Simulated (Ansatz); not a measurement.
# LiMgBN2 (I-4m2): from the cell to its phonons, part 2 of 3

Task: relax LiMgBN2 (I-4m2), then find its harmonic phonons.

Ansatz 0.2.0; DFT PBEsol, scalar-relativistic, plane waves, PAW.

So far: Starting point; Bringing the structure to rest. The relaxed cell has a = 3.779, c = 8.848 Å (conventional setting).

## Step 3: Relaxing to small forces for the phonons

Phonons need a cell at rest on their own settings, so the relaxation is repeated with tight tolerances on forces and stress on the k mesh and occupations of the first response run.

File input.yaml:

```yaml
crystal:
  lattice:
    - [-1.8895818247, 1.8895818247, 4.4241361896]
    - [1.8895818247, -1.8895818247, 4.4241361896]
    - [1.8895818247, 1.8895818247, -4.4241361896]
  atoms:
    - { symbol: Li, position: [0.25, 0.75, 0.5] }
    - { symbol: Mg, position: [0.75, 0.25, 0.5] }
    - { symbol: B, position: [0.5, 0.5, 0.0] }
    - { symbol: "N", position: [0.6517414792, 0.6517414792, 0.0] }
    - { symbol: "N", position: [0.3482585208, 0.3482585208, 0.0] }
kpoints:
  mp_grid: { grid: [8, 8, 8] }
hamiltonian:
  xc: pbesol
scf:
  occupations: { method: fixed }
output:
  forces: true
  stress: true
  eigenvalues: true
  write_density: true
  write_potential: true
  elf: true
  volumetric_format: npy
relax:
  adjacent_minimum: "off"
  f_tol: 0.001
  max_steps: 60
  cell: { stress_tol: 0.01 }
```

Command:

```sh
> ansatz run input.yaml --threads 4 --pin off --max-ram 7168MiB --backend cpu --events-out ev --progress --plain --runs-dir out
```

Numbers of over 12 decimals in the logs are rounded to 6 here.

What it wrote:

```text
[...]
Crystal: 5 atoms, lattice volume = 63.186 Å³
Basis set: ecut = 420 eV, 1259 PW (Γ), exchange–correlation on 72×72×72 points (8 copies of the dense FFT grid, shifted against one another)
Bands: 18, of which v1, the nominal top of the filled ones, is band 13 counted from 1 (12 counted from 0)
Symmetry: 8 space group operations
[...]
k-points: 59 of 512 (time reversal used)
[...]
cell:  # Å, volume = 63.1648 Å³
    - [-1.889228, 1.889228, 4.424320]
    - [1.889228, -1.889228, 4.424320]
    - [1.889228, 1.889228, -4.424320]
  atoms:
    - { symbol: Li, position: [0.250000, 0.75, 0.5] }
    - { symbol: Mg, position: [0.75, 0.250000, 0.5] }
    - { symbol: B, position: [0.500000, 0.500000, 0] }
    - { symbol: N, position: [0.651730, 0.651730, 0] }
    - { symbol: N, position: [0.348270, 0.348270, 0] }
[key lines of the parts left out:]
SCF converged after 5 iterations
Free energy (F): -3029.384505 eV
Fermi energy:    3.202863 eV
P = ⅓ Tr σ = -0.0002 GPa (-0.002 kbar)
```

Run time: 17 s. Hardware: 4 threads of Arm Neoverse N1, shared host; peak memory 0.44 GiB; 63 s of CPU time.

Little changed from the start: no atom moved by 0.005 Å and no cell edge by 0.1 %.

This step gave:

* pressure: -1.60e-4 GPa
* gap on the k-mesh: 2.535 eV
* volume per atom: 12.63 Å³
* direct gap on mesh: 3.447 eV

Electrostatic potential energy in the ac plane of the conventional cell at fractional y = 0.000, with atoms of Li and Mg and B and N within 0.2 Å of it. With pseudopotentials it is smooth inside the atoms' cores, unlike the true potential.

Ten even steps from '0' (-60 eV) to '9' (8 eV), each cell a mean:
```
99999999999999
99999999999999
99999999999999
99999887889999
99998532468999
99987200048999
67897300158986
02698755689851
01699988899840
35899999999974
35799999999874
01589999999740
13699999999852
46899999999975
13799999999952
01699999999840
24899866789963
89998644579998
99998754679999
99999887899999
99999999999999
99999999999999
99999999999999
99999999999999
```
Columns run along a (3.8 Å; values clipped at the 3rd and 97th percentile), rows up along c (8.8 Å), edges of the conventional cell, whose origin can differ from the input's. Atoms in or near the plane, at fractional coordinates: Li at (0.50, 0.25), Mg at (0.50, 0.75), B at (0.00, 0.50), N at (0.00, 0.65), N at (0.00, 0.35).

ELF in the ac plane of the conventional cell at fractional y = 0.000, with atoms of Li and Mg and B and N within 0.2 Å of it. It is the smooth field of the valence electrons, not physical close to the nuclei.

Ten even steps from '_' (0.00) to '@' (0.97), each cell a mean:
```
____________________________
____________________________
____________________________
..____________..__________..
==--::____::------..__..--==
####++....----::--::__--**##
%%%%%%==..--------::::**%%%%
==**%%##::..::::::..==%%%%++
::++####++..______--**%%##--
####%%##++::____..--**##%%##
**####**==::____..::++**##**
..::--==--..______::--==--..
--==++++--..______::==++++==
%%%%%%**++::____..--**##%%%%
++##%%##++--____..==**####**
..++%%%%++..______--##%%##--
**##%%##::..==++::..++%%%%##
%%%%##==..--@@@@##..::**%%%%
****==::__::%%%%**..__--++**
::::..______..::..______..::
____________________________
____________________________
____________________________
____________________________
```
Columns run along a (3.8 Å), rows up along c (8.8 Å), edges of the conventional cell, whose origin can differ from the input's. Atoms in or near the plane, at fractional coordinates: Li at (0.50, 0.25), Mg at (0.50, 0.75), B at (0.00, 0.50), N at (0.00, 0.65), N at (0.00, 0.35).

Valence density in the ac plane of the conventional cell at fractional y = 0.000, with atoms of Li and Mg and B and N within 0.2 Å of it. It is the smooth field of the valence electrons, not physical close to the nuclei.

Values in e/Å³, 24 rows by 14 columns, each cell a mean:
```
 0  0  0  0  0  0  0  0  0  0  0  0  0  0
 0  0  0  0  0  0  0  0  0  0  0  0  0  0
 0  0  0  0  0  0  0  0  0  0  0  0  0  0
 0  0  0  0  0  0  0  0  0  0  0  0  0  0
 0  0  0  0  0  1  5  7  3  1  0  0  0  0
 0  0  0  0  1  5 18 25 12  2  0  0  0  0
 2  1  1  0  0  3 13 17  8  2  0  1  1  1
 3  3  1  1  0  0  1  2  1  0  0  1  2  3
 4  3  2  1  0  0  0  0  0  0  0  1  2  3
 3  2  1  0  0  0  0  0  0  0  0  1  1  2
 1  1  1  0  0  0  0  0  0  0  0  0  1  1
 0  1  0  0  0  0  0  0  0  0  0  0  1  1
 1  1  1  0  0  0  0  0  0  0  0  0  1  1
 2  1  1  0  0  0  0  0  0  0  0  1  1  2
 3  3  1  0  0  0  0  0  0  0  0  1  2  3
 4  3  2  1  0  0  0  0  0  0  0  1  2  3
 3  2  1  0  0  0  1  2  1  0  0  1  1  3
 1  1  0  0  0  1  5  7  3  1  0  0  1  1
 0  0  0  0  0  1  3  5  2  0  0  0  0  0
 0  0  0  0  0  0  0  0  0  0  0  0  0  0
 0  0  0  0  0  0  0  0  0  0  0  0  0  0
 0  0  0  0  0  0  0  0  0  0  0  0  0  0
 0  0  0  0  0  0  0  0  0  0  0  0  0  0
 0  0  0  0  0  0  0  0  0  0  0  0  0  0
```
Columns run along a (3.8 Å), rows up along c (8.8 Å), edges of the conventional cell, whose origin can differ from the input's. Atoms in or near the plane, at fractional coordinates: Li at (0.50, 0.25), Mg at (0.50, 0.75), B at (0.00, 0.50), N at (0.00, 0.65), N at (0.00, 0.35).

The largest force component left is 0.074 meV/Å and the pressure is 0.000 GPa, within the tolerances set. The cell now holds 12.63 Å³/atom.

## Step 4: Zone-centre response

The zone centre is the only wavevector solved here; it holds the modes that light can see, as far as symmetry allows. The response to a homogeneous field gives the Born charges and the dielectric tensor, and its change with displacement the Raman tensors.

File input.yaml:

```yaml
crystal:
  lattice:
    - [-1.8892276976, 1.8892276976, 4.4243197671]
    - [1.8892276976, -1.8892276976, 4.4243197671]
    - [1.8892276976, 1.8892276976, -4.4243197671]
  atoms:
    - { symbol: Li, position: [0.25, 0.75, 0.5] }
    - { symbol: Mg, position: [0.75, 0.25, 0.5] }
    - { symbol: B, position: [0.5, 0.5, 0.0] }
    - { symbol: "N", position: [0.651730415, 0.651730415, 0.0] }
    - { symbol: "N", position: [0.348269585, 0.348269585, 0.0] }
kpoints:
  mp_grid: { grid: [8, 8, 8] }
hamiltonian:
  xc: pbesol
scf:
  occupations: { method: fixed }
output:
  eigenvalues: true
phonons:
  method: dfpt
  dielectric: true
  rigid_motions: translations
  raman: true
```

What it wrote:

```text
[...]
Crystal: 5 atoms, lattice volume = 63.165 Å³
Basis set: ecut = 420 eV, 1259 PW (Γ), exchange–correlation on 72×72×72 points (8 copies of the dense FFT grid, shifted against one another)
Bands: 18, of which v1, the nominal top of the filled ones, is band 13 counted from 1 (12 counted from 0)
Symmetry: 8 space group operations
k-points: 260 of 512 (irreducible under 1 space group operation, time reversal used)
[...]
SCF iter   1: F=—  HF=-3029.398153 eV  |F-HF|=—  |Δ(HF+E_count)|=         —  Δρ=8.85e-3  dr2=5.27e-2  ethr=1.77e-3  ⟨swp⟩=5.0  Hψ=20345  notcnv=0  defer=744
[...]
SCF iter   8: F=-3029.384505 eV  HF=-3029.384505 eV  |F-HF|=9.09e-13  |Δ(HF+E_count)|=   3.23e-9  Δρ=1.70e-7  dr2=6.80e-12  ethr=1.00e-12  ⟨swp⟩=14.2  Hψ=34675  notcnv=0
SCF 1 converged in 8 iterations: F = -3029.384505 eV  dr2 = 6.80e-12
[...]
NSCF: frozen V_eff on 3 k-points
DFPT response loops at Γ: preconditioner auto → none (the input reference at scf.mixing.eps_inf says where Resta's filter doesn't serve); β = 0.50; Broyden in place of MSR1
── the response to a field inside a basis, on 8×8×8 k-points: an SCF that follows is theirs, and a resumed run solves both again ──
Bands: 14, of which v1, the nominal top of the filled ones, is band 13 counted from 1 (12 counted from 0)
k-points: 56 of 512 (time reversal used)
[...]
Eigensolver: Dense (56 Hₖ)
SCF iter   1: F=—  HF=-3029.385874 eV  |F-HF|=—  |Δ(HF+E_count)|=         —  Δρ=2.39e-4  dr2=6.16e-6  ethr=1.00e-1
[...]
SCF iter   6: F=-3029.385881 eV  HF=-3029.385881 eV  |F-HF|=4.09e-12  |Δ(HF+E_count)|=  7.13e-10  Δρ=1.22e-7  dr2=5.02e-12  ethr=4.54e-12
SCF 1 converged in 6 iterations: F = -3029.385881 eV  dr2 = 5.02e-12
[...]
SCF converged after 8 iterations
Free energy (F): -3029.384505 eV
[...]
Internal energy: -3029.384505 eV  (E = F + TS)
E sigma→0 (E₀):  -3029.384505 eV
Fermi energy:    3.202863 eV
[...]
--- Band table (eV; the first three rows and the last of 260) ---
  k-point 0: bands = [... 9 lower, 1.0797, 1.0797, 1.7964, 1.7964, 5.7377, 9.1877, 11.0722, 11.0722, ... 1 higher]
  k-point 1: bands = [... 9 lower, 0.7286, 0.9458, 1.7035, 2.0841, 6.4303, 9.6406, 10.5045, 10.5607, ... 1 higher]
  k-point 2: bands = [... 9 lower, 0.1224, 0.6135, 1.4935, 2.4588, 7.6248, 9.9750, 10.0325, 10.9542, ... 1 higher]
  k-point 259: bands = [... 9 lower, 0.2548, 0.2548, 3.2029, 3.2029, 6.6495, 9.6407, 9.7621, 9.7621, ... 1 higher]
--- Phonons (Γ-DFPT): 9 representative perturbations + reference, on 260 of 512 k-points (Σ response iterations 28) ---
  k mesh reduced under 1 symmetry operation, with k and −k counted as one. Each operation leaves every solved perturbation unchanged. A smaller set is not considered because the run solves the response to a homogeneous field
  ASR residual: 2.494e-4 → 0.000e0 eV/Å²; symmetrization residual: 1.480e-6 eV/Å²
  ASR residual per site (eV/Å²): 1.45e-5 2.49e-4 1.50e-5 2.07e-5 2.07e-5
  Γ frequencies (cm⁻¹): 0.00 0.00 0.00 248.49 314.65 314.65 446.14 446.14 450.82 497.91 497.91 608.73 608.73 1070.22 1702.84
  ε∞ (high-frequency dielectric tensor):
        2.872856     0.000000     0.000000
        0.000000     2.872856     0.000000
        0.000000    -0.000000     3.794231
  ε⁰ (static dielectric tensor: ions relaxed, cell fixed):
        5.216239     0.000000     0.000000
        0.000000     5.216239    -0.000000
        0.000000    -0.000000     6.331821
  ε⁰ − ε∞ (ionic part):
        2.343383     0.000000     0.000000
        0.000000     2.343383    -0.000000
        0.000000    -0.000000     2.537590
  softest optical mode at Γ: 248.49 cm⁻¹; the repairs (sum rule, projections) moved no ω² at Γ by more than (1.91 cm⁻¹)²
  Born effective charges Z* (e; rows j = field, columns β = displacement):
    site 0:
         0.94686    0.00000    0.00000
        -0.00000    0.94686   -0.00000
         0.00000    0.00000    0.87099
    site 1:
         1.90152    0.00000    0.00000
        -0.00000    1.90152   -0.00000
         0.00000    0.00000    1.79639
    site 2:
        -0.02187    0.00000   -0.00000
        -0.00000   -0.02187    0.00000
        -0.00000    0.00000    3.42961
    site 3:
        -1.50019    0.00000   -0.00000
         0.00000   -1.32631    0.00000
        -0.00000    0.00000   -3.04850
    site 4:
        -1.32631   -0.00000   -0.00000
        -0.00000   -1.50019   -0.00000
        -0.00000   -0.00000   -3.04850
  Z* charge neutrality: 3.372e-5 e pre-enforcement
  k-mesh period / interband length: 30.2 Å / 1.34 Å = 22.51 at k = (0.0000, 0.0000, 0.0000), direct gap 3.941 eV — 14 or more, which is no proof of convergence
  Raman tensors (in the event stream and the table raman_tensors.tsv): an entry may err by 1.5e-2 Å², one of the second-order susceptibility by 2.4e-3 pm/V (basis, points and sum rule); their sum over the sites missed zero by 1.989e-5 Å² ahead of its enforcement
  optical modes at Γ without the LO–TO term, one row a degenerate level:
      ω (cm⁻¹)  modes    IR ((D/Å)²/amu)  static Raman (Å⁴/amu)  depolarisation
        248.49      1             0.0503                 0.0726           0.750
        314.65      2             6.6816                 0.0184           0.750
        446.14      2             7.8366                 0.2151           0.750
        450.82      1            11.6300                 0.0268           0.750
        497.91      2             0.6429                 3.4538           0.750
        608.73      2            10.8745                 1.1129           0.750
       1070.22      1             0.0000               187.6904           0.072
       1702.84      1            49.6217                 0.8038           0.750
  optical modes at Γ + LO–TO along q̂ = [1.0000, 0.0000, 0.0000]:
      ω (cm⁻¹)  modes    IR ((D/Å)²/amu)  static Raman (Å⁴/amu)  depolarisation
        248.49      1             0.0503                 0.0726           0.750
        314.65      1             3.3408                 0.0092           0.750
        346.45      1             0.8731                 0.0843           0.750
        446.14      1             3.9183                 0.1075           0.750
        450.82      1            11.6300                 0.0268           0.750
        481.56      1             1.3519                 0.1318           0.750
        497.91      1             0.3215                 1.7269           0.750
        505.58      1             1.0050                 1.7206           0.750
        608.73      1             5.4372                 0.5564           0.750
        679.69      1             9.7878                 0.8157           0.750
       1070.22      1             0.0000               187.6904           0.072
       1702.84      1            49.6217                 0.8038           0.750
  optical modes at Γ + LO–TO along q̂ = [0.0000, 1.0000, 0.0000]:
      ω (cm⁻¹)  modes    IR ((D/Å)²/amu)  static Raman (Å⁴/amu)  depolarisation
        248.49      1             0.0503                 0.0726           0.750
        314.65      1             3.3408                 0.0092           0.750
        346.45      1             0.8731                 0.0843           0.750
        446.14      1             3.9183                 0.1075           0.750
        450.82      1            11.6300                 0.0268           0.750
        481.56      1             1.3519                 0.1318           0.750
        497.91      1             0.3215                 1.7269           0.750
        505.58      1             1.0050                 1.7206           0.750
        608.73      1             5.4372                 0.5564           0.750
        679.69      1             9.7878                 0.8157           0.750
       1070.22      1             0.0000               187.6904           0.072
       1702.84      1            49.6217                 0.8038           0.750
  optical modes at Γ + LO–TO along q̂ = [0.0000, 0.0000, 1.0000]:
      ω (cm⁻¹)  modes    IR ((D/Å)²/amu)  static Raman (Å⁴/amu)  depolarisation
        248.96      1             0.0141                 0.0826           0.750
        314.65      2             6.6816                 0.0184           0.750
        446.14      2             7.8366                 0.2151           0.750
        497.91      2             0.6429                 3.4538           0.750
        540.27      1             8.4865                 0.0367           0.750
        608.73      2            10.8745                 1.1129           0.750
       1070.22      1             0.0000               187.6904           0.072
       1832.02      1            52.8014                 0.0373           0.750
```

Wall time 6.9 min (4 threads); peak memory 1.5 GiB; 27 min of CPU time.

Numbers from this step:

```yaml
sum_rule_residual_before_enforcement: 2.49e-4 eV/Å²
miss_of_the_charge_sum_rule: 3.37e-5 e
point_group: -42m
highest_optical_mode_at_the_zone_centre_no_lo_to_term: 1703 cm⁻¹
lowest_optical_zone_centre_mode: 248.5 cm⁻¹
mean_high_frequency_dielectric_constant: 3.180
largest_born_charge_third_of_the_trace: -1.958 e
mean_static_dielectric_constant: 5.588
top_of_the_zone_centre_spectrum_with_the_field: 1832 cm⁻¹
```

Without the LO-TO term. Patterns of degenerate modes are one choice out of their space. The modes at Γ (shares of kinetic energy by element, %):

```csv
mode,frequency (cm⁻¹),symmetry,Li %,Mg %,B %,N %
1,0.0,acoustic,10,35,15,40
2,0.0,acoustic,10,35,15,40
3,0.0,acoustic,10,35,15,40
4,248.5,B2,59,39,1,2
5,314.6,E,0,26,7,66
6,314.6,E,0,26,7,66
7,446.1,E,24,10,33,34
8,446.1,E,24,10,33,34
9,450.8,B2,31,27,9,32
10,497.9,E,65,23,2,9
11,497.9,E,65,23,2,9
12,608.7,E,1,6,42,51
13,608.7,E,1,6,42,51
14,1070.2,A1,0,0,0,100
15,1702.8,B2,0,0,74,26
```

Displacements in mode 4 (248.5 cm⁻¹), the largest set to 1:
```
Li1  0.00  0.00  1.00
Mg2  0.00  0.00 -0.43
B3   0.00  0.00  0.09
N4   0.00  0.00  0.09
N5   0.00  0.00  0.09
```

Displacements in mode 13 (608.7 cm⁻¹), the largest set to 1:
```
Li1  0.00 -0.16  0.00
Mg2  0.00 -0.25  0.00
B3   0.01 -1.00  0.00
N4  -0.01  0.40  0.00
N5   0.00  0.88  0.00
```

(Part 2 of 3 ends here.)

[Logs are printed without paths, hosts, clocks, repeated set-up lines and the standing remarks that a program may print on its own settings, such as how far it seeks lower states.]

[Hosts, paths, dates, database ids (printed as entryN), source tags and the programs' standing remarks are cut or masked in the printed files.]
